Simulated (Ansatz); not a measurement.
Rows from a G0W0 calculation on Cs3Bi2Br9 (P-3m1) (Ansatz 0.2.0; G0W0 on r2SCAN, plane waves, PAW; 3×3×2 mesh, 1560 empty bands, screening to 117 eV, hard PAW files), in eV. Spin-orbit coupling is left out.

| row | k | band | start | Σx | Σc at the solution | Vxc |
| --- | --- | --- | --- | --- | --- | --- |
| A | Γ | v2 | 3.262 | -19.604 | 2.408 | -16.187 |
| B | Γ | v3 | 3.211 | -19.603 | 2.400 | -16.179 |
| C | Γ | c4 | 8.832 | -9.647 | -3.527 | -13.745 |
| D | Γ | v1 | 4.043 | -18.926 | 1.104 | -17.159 |
| E | Γ | c1 | 6.944 | -9.596 | -3.076 | -13.174 |
| F | Γ | c2 | 7.636 | -10.796 | -3.144 | -14.531 |

Q: Work out each quasiparticle level and how far it moved.

The quasiparticle equation reads E = start + Σx + Σc(E) − Vxc.

| row | E (eV) | shift (eV) |
| --- | --- | --- |
| A | 2.252 | −1.010 |
| B | 2.187 | −1.024 |
| C | 9.402 | +0.570 |
| D | 3.381 | −0.663 |
| E | 7.446 | +0.502 |
| F | 8.227 | +0.591 |

The gap over the computed points goes from 2.90 eV to 4.06 eV.

Limits: not at the basis limit; no spin-orbit coupling.

[Runs of the session that timed out or met a known fault of the program may be left out.]

[Cells called generated may have been cut or substituted from an entry of the Crystallography Open Database or the Materials Project.]

[Hosts, paths, dates, database ids (printed as entryN), source tags and the programs' standing remarks are cut or masked in the printed files.]
